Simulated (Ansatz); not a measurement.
# Does disorder add resistance in series? Au(111) layers displaced at 500 K

Two lengths of the disordered region are known. What area resistance does the third give?

**Method.** Ansatz 0.2.0, plane waves with PAW datasets at their recommended cutoffs (420 eV for most), Fermi-Dirac smearing; ballistic transmission by layer matching. The area resistance is RA = A (h/2e²)(1/T − 1/N), with T the zone-mean transmission per spin and N the lead's channels, both averaged over a few energies near the Fermi level; for magnets each spin is taken apart, with h/e², and the two conduct in parallel. Lateral cell 2x2, PBE, a fresh random draw for each length. Atoms are displaced independently, by 0.117 Å r.m.s. per direction; each RA is scaled by the nominal over the drawn mean square displacement.

The runs, with one result withheld:

```
length (Å)  channels N  RA (fΩ m²)
      9.42       3.210      0.0845
      18.8       3.210       0.146
      28.3       3.210           ?
```

Worked fit:

Ohm's law makes RA linear in the length: the slope is (0.146 − 0.0845)/(18.8 − 9.42) = 6.57×10⁻³ fΩ m² per Å, or 6.6 µΩ cm. Then 0.146 + 6.57×10⁻³ × 9.42. Predicted: 0.208 fΩ m².

Check against the run:

0.195 fΩ m², so the prediction is 6.6 % too high. The three lengths together give 5.9 µΩ cm. The two increments are 0.062 and 0.049 fΩ m², roughly as Ohm's law has it, though with one draw for each length that is a weak test.

Caveats: The scatterers repeat sideways with the small cell. The slope is a raw one; a model of isotropic scattering puts it 1.17 times the bulk value over these lengths. Spin-orbit coupling is left out, which matters for Au.

[Logs are printed without paths, hosts, clocks, repeated set-up lines and the standing remarks that a program may print on its own settings, such as how far it seeks lower states.]
